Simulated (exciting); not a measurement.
# Electron–core-hole interaction in the N K spectrum of LiGeN

Wanted: the near-edge spectrum and the bound core excitons at the N K edge of LiGeN.

Calculated with exciting sodium; X-ray absorption, core-level Bethe-Salpeter equation, exchange and statically screened direct term, Tamm-Dancoff, all-electron LAPW+lo LDA.

**1. The structure**

It takes space group P6_3mc (No. 186, hexagonal). Conventional cell: a = 3.012 Å, b = 3.012 Å, c = 9.419 Å, α = 90.00°, β = 90.00°, γ = 120.00°. Nearest to Ge lie 3 N at 2.00 Å. Nearest to N lie 3 Ge at 2.00 Å and 3 Li at 2.18 Å. Nearest to Li lie 3 N at 2.18 Å. Farther neighbours and most contacts between anions are not listed.

Coordinates:

```
Ge N Li
1.0
     3.01241    0.00000    0.00000
    -1.50620    2.60882    0.00000
     0.00000    0.00000    9.41946
Ge N Li
2 2 2
Cartesian
  0.0000 0.0000 9.4008
  0.0000 0.0000 4.6911
  1.5062 0.8696 0.9723
  0.0000 1.7392 5.6820
  0.0000 1.7392 2.2926
  1.5062 0.8696 7.0024
```

Differences between curves are given as r.m.s. difference over r.m.s. height.

**2. The self-consistent potential**

The species files are the program's own, with muffin-tin radii set in the input.

The input, input.xml:

```
<input>
  <title>LiGeN</title>
  <structure speciespath="." autormt="false" epslat="1.0e-5">
    <crystal>
      <basevect>5.6926271065 0.0000000000 0.0000000000</basevect>
      <basevect>-2.8463135532 4.9299596885 0.0000000000</basevect>
      <basevect>0.0000000000 0.0000000000 17.8001977489</basevect>
    </crystal>
    <species speciesfile="Ge.xml" rmt="2.127">
      <atom coord="0.0000000000 0.0000000000 0.9980230000"/>
      <atom coord="0.0000000000 0.0000000000 0.4980230000"/>
    </species>
    <species speciesfile="N.xml" rmt="1.542">
      <atom coord="0.6666666667 0.3333333333 0.1032230000"/>
      <atom coord="0.3333333333 0.6666666667 0.6032230000"/>
    </species>
    <species speciesfile="Li.xml" rmt="2.236">
      <atom coord="0.3333333333 0.6666666667 0.2433920000"/>
      <atom coord="0.6666666667 0.3333333333 0.7433920000"/>
    </species>
  </structure>
  <groundstate do="fromscratch" xctype="LDA_PW" ngridk="5 5 2" rgkmax="7" gmaxvr="14" nempty="8" swidth="0.001" maxscl="100" epsengy="1e-5"/>
</input>
```

The run is started by

```console
> OMP_NUM_THREADS=1 mpirun -n 4 exciting
```

Output:

```text
EXCITING SODIUM started
********************************************************************************
* Ground-state run starting from atomic densities                              *
********************************************************************************
+ Starting initialization                                                      +
 Lattice vectors (cartesian) :
      5.6926271065      0.0000000000      0.0000000000
     -2.8463135532      4.9299596885      0.0000000000
      0.0000000000      0.0000000000     17.8001977489
 Reciprocal lattice vectors (cartesian) :
      1.1037408897      0.6372450998     -0.0000000000
      0.0000000000      1.2744901996      0.0000000000
      0.0000000000     -0.0000000000      0.3529840171
 Unit cell volume                           :     499.5522640980
 Brillouin zone volume                      :       0.4965450690
 Species :    1 (Ge)
     parameters loaded from                 :    Ge.xml
     name                                   :    germanium
     nuclear charge                         :     -32.00000000
     electronic charge                      :      32.00000000
     atomic mass                            :  132359.93290000
     muffin-tin radius                      :       2.12700000
     # of radial points in muffin-tin       :     350
     atomic positions (lattice) :
       1 :   0.00000000  0.00000000  0.00000000
       2 :   0.00000000  0.00000000  0.50000000
 Species :    2 (N)
     parameters loaded from                 :    N.xml
     name                                   :    nitrogen
     nuclear charge                         :      -7.00000000
     electronic charge                      :       7.00000000
     atomic mass                            :   25532.72506000
     muffin-tin radius                      :       1.54200000
     # of radial points in muffin-tin       :     250
     atomic positions (lattice) :
       1 :   0.66666667  0.33333333  0.10520000
       2 :   0.33333333  0.66666667  0.60520000
 Species :    3 (Li)
     parameters loaded from                 :    Li.xml
     name                                   :    lithium
     nuclear charge                         :      -3.00000000
     electronic charge                      :       3.00000000
     atomic mass                            :   12652.66897000
     muffin-tin radius                      :       2.23600000
     # of radial points in muffin-tin       :     250
     atomic positions (lattice) :
       1 :   0.33333333  0.66666667  0.24536900
       2 :   0.66666667  0.33333333  0.74536900
 Total number of atoms per unit cell        :       6
 Spin treatment                             :    spin-unpolarised
 Number of Bravais lattice symmetries       :      24
 Number of crystal symmetries               :      12
 k-point grid                               :       5    5    2
 Total number of k-points                   :      10
 k-point set is reduced with crystal symmetries
 R^MT_min * |G+k|_max (rgkmax)              :       7.00000000
 Species with R^MT_min                      :       2 (N)
 Maximum |G+k| for APW functions            :       4.53955901
 Maximum |G| for potential and density      :      14.00000000
 G-vector grid sizes                        :      27    27    80
 Total number of G-vectors                  :   23119
 Maximum angular momentum used for
     APW functions                          :       8
     computing H and O matrix elements      :       8
     potential and density                  :       8
     inner part of muffin-tin               :       2
 Total nuclear charge                       :     -84.00000000
 Total electronic charge                    :      84.00000000
 Total core charge                          :      40.00000000
 Total valence charge                       :      44.00000000
 Number of empty states                     :       8
 Total number of valence states             :      31
 Maximum Hamiltonian size                   :     840
 Maximum number of plane-waves              :     800
 Total number of local-orbitals             :      40
 Exchange-correlation type                  :       3
     Perdew-Wang, Phys. Rev. B 45, 13244 (1992)
 Smearing scheme                            :    Gaussian
 Smearing width                             :       0.00100000
 Using multisecant Broyden potential mixing
+ Ending initialization                                                        +
********************************************************************************
* Groundstate module started                                                   *
********************************************************************************
 Output level for this task is set to normal
+ Self-consistent loop started                                                 +
 Density and potential initialised from atomic data
+ SCF iteration number :    1                                                  +
 Total energy                               :     -4311.38788039
 _______________________________________________________________
 Fermi energy                               :         0.19279629
 Kinetic energy                             :      4406.27880316
 Coulomb energy                             :     -8547.12759500
 Exchange energy                            :      -163.45277567
 Correlation energy                         :        -7.08631287
 DOS at Fermi energy (states/Ha/cell)       :         0.00000000
 Electron charges :
     core                                   :        40.00000000
     core leakage                           :         0.00335410
     valence                                :        44.00000000
     interstitial                           :         7.14801137
     charge in muffin-tin spheres :
                  atom     1    Ge          :        29.62901066
                  atom     2    Ge          :        29.62901066
                  atom     3     N          :         6.41711068
                  atom     4     N          :         6.41711068
                  atom     5    Li          :         2.37987297
                  atom     6    Li          :         2.37987297
     total charge in muffin-tins            :        76.85198863
     total charge                           :        84.00000000
 Estimated fundamental gap                  :         0.09628142
        valence-band maximum at    5      0.4000  0.2000  0.0000
     conduction-band minimum at    3      0.4000  0.0000  0.0000
[... further iterations ...]
| Convergence targets achieved. Performing final SCF iteration                 +
 Total energy                               :     -4316.06995000
 _______________________________________________________________
 Fermi energy                               :         0.20617092
 Kinetic energy                             :      4401.82841884
 Coulomb energy                             :     -8547.74961738
 Exchange energy                            :      -163.08415293
 Correlation energy                         :        -7.06459853
 DOS at Fermi energy (states/Ha/cell)       :         0.00000000
 Electron charges :
     core                                   :        40.00000000
     core leakage                           :         0.00323864
     valence                                :        44.00000000
     interstitial                           :         7.80464534
     charge in muffin-tin spheres :
                  atom     1    Ge          :        29.92802975
                  atom     2    Ge          :        29.92802975
                  atom     3     N          :         5.73184562
                  atom     4     N          :         5.73184562
                  atom     5    Li          :         2.43780197
                  atom     6    Li          :         2.43780197
     total charge in muffin-tins            :        76.19535466
     total charge                           :        84.00000000
 Estimated fundamental gap                  :         0.07124894
        valence-band maximum at    2      0.2000  0.0000  0.0000
     conduction-band minimum at    3      0.4000  0.0000  0.0000
+ Self-consistent loop stopped                                                 +
 STATE.OUT is written
********************************************************************************
* Groundstate module stopped                                                   *
********************************************************************************
 Total time spent (seconds)                 :        70.49
| EXCITING SODIUM stopped                                                      =
```

It took 72 s on 4 MPI ranks of Arm Neoverse V2, shared host.

The mesh shows a gap of 1.94 eV. Core levels (Dirac, from the valence top):

```
atom  level  energy (eV)
  Ge  2s1/2      -1363.2
  Ge  2p1/2      -1213.3
  Ge  2p3/2      -1181.5
  Ge  3s1/2       -162.1
  Ge  3p1/2       -112.7
  Ge  3p3/2       -108.4
   N  1s1/2       -372.6
```

**3. A richer basis for the empty states**

Each species file gets more local orbitals, built from u and its energy derivative at 0.15 Ha and u at 0.9 Ha.

input.xml is that of step 2.

The input, SPECIES.xml, added lines:

```
<lo l="L">  <!-- L = 0, 1, 2 -->
  <wf matchingOrder="0" trialEnergy="0.1500" searchE="false"/>
  <wf matchingOrder="1" trialEnergy="0.1500" searchE="false"/>
  <wf matchingOrder="0" trialEnergy="0.9000" searchE="false"/>
</lo>
```

The run is started by

```console
> OMP_NUM_THREADS=1 mpirun -n 4 exciting
```

Output:

```text
EXCITING SODIUM started
********************************************************************************
* Ground-state run starting from atomic densities                              *
********************************************************************************
+ Starting initialization                                                      +
[... lattice and species ...]
 Spin treatment                             :    spin-unpolarised
 Number of Bravais lattice symmetries       :      24
[...]
valence-band maximum at    2      0.2000  0.0000  0.0000
     conduction-band minimum at    3      0.4000  0.0000  0.0000
+ Self-consistent loop stopped                                                 +
 STATE.OUT is written
********************************************************************************
* Groundstate module stopped                                                   *
********************************************************************************
 Total time spent (seconds)                 :       100.19
| EXCITING SODIUM stopped                                                      =
[key lines of the parts left out:]
Total energy                               :     -4316.07144472
Fermi energy                               :         0.20645892
```

The job ended after 1.7 min (4 MPI ranks).

Against the first ground state the total energy moves by -7 meV an atom and the gap by 0.00 eV.

(Continued in part 2 of 3.)

[Banner, clock and machine lines of the logs are left out without a mark of their own.]

[Logs are printed without paths, hosts, clocks, repeated set-up lines and the standing remarks that a program may print on its own settings, such as how far it seeks lower states.]

[Hosts, paths, dates, database ids (printed as entryN), source tags and the programs' standing remarks are cut or masked in the printed files.]
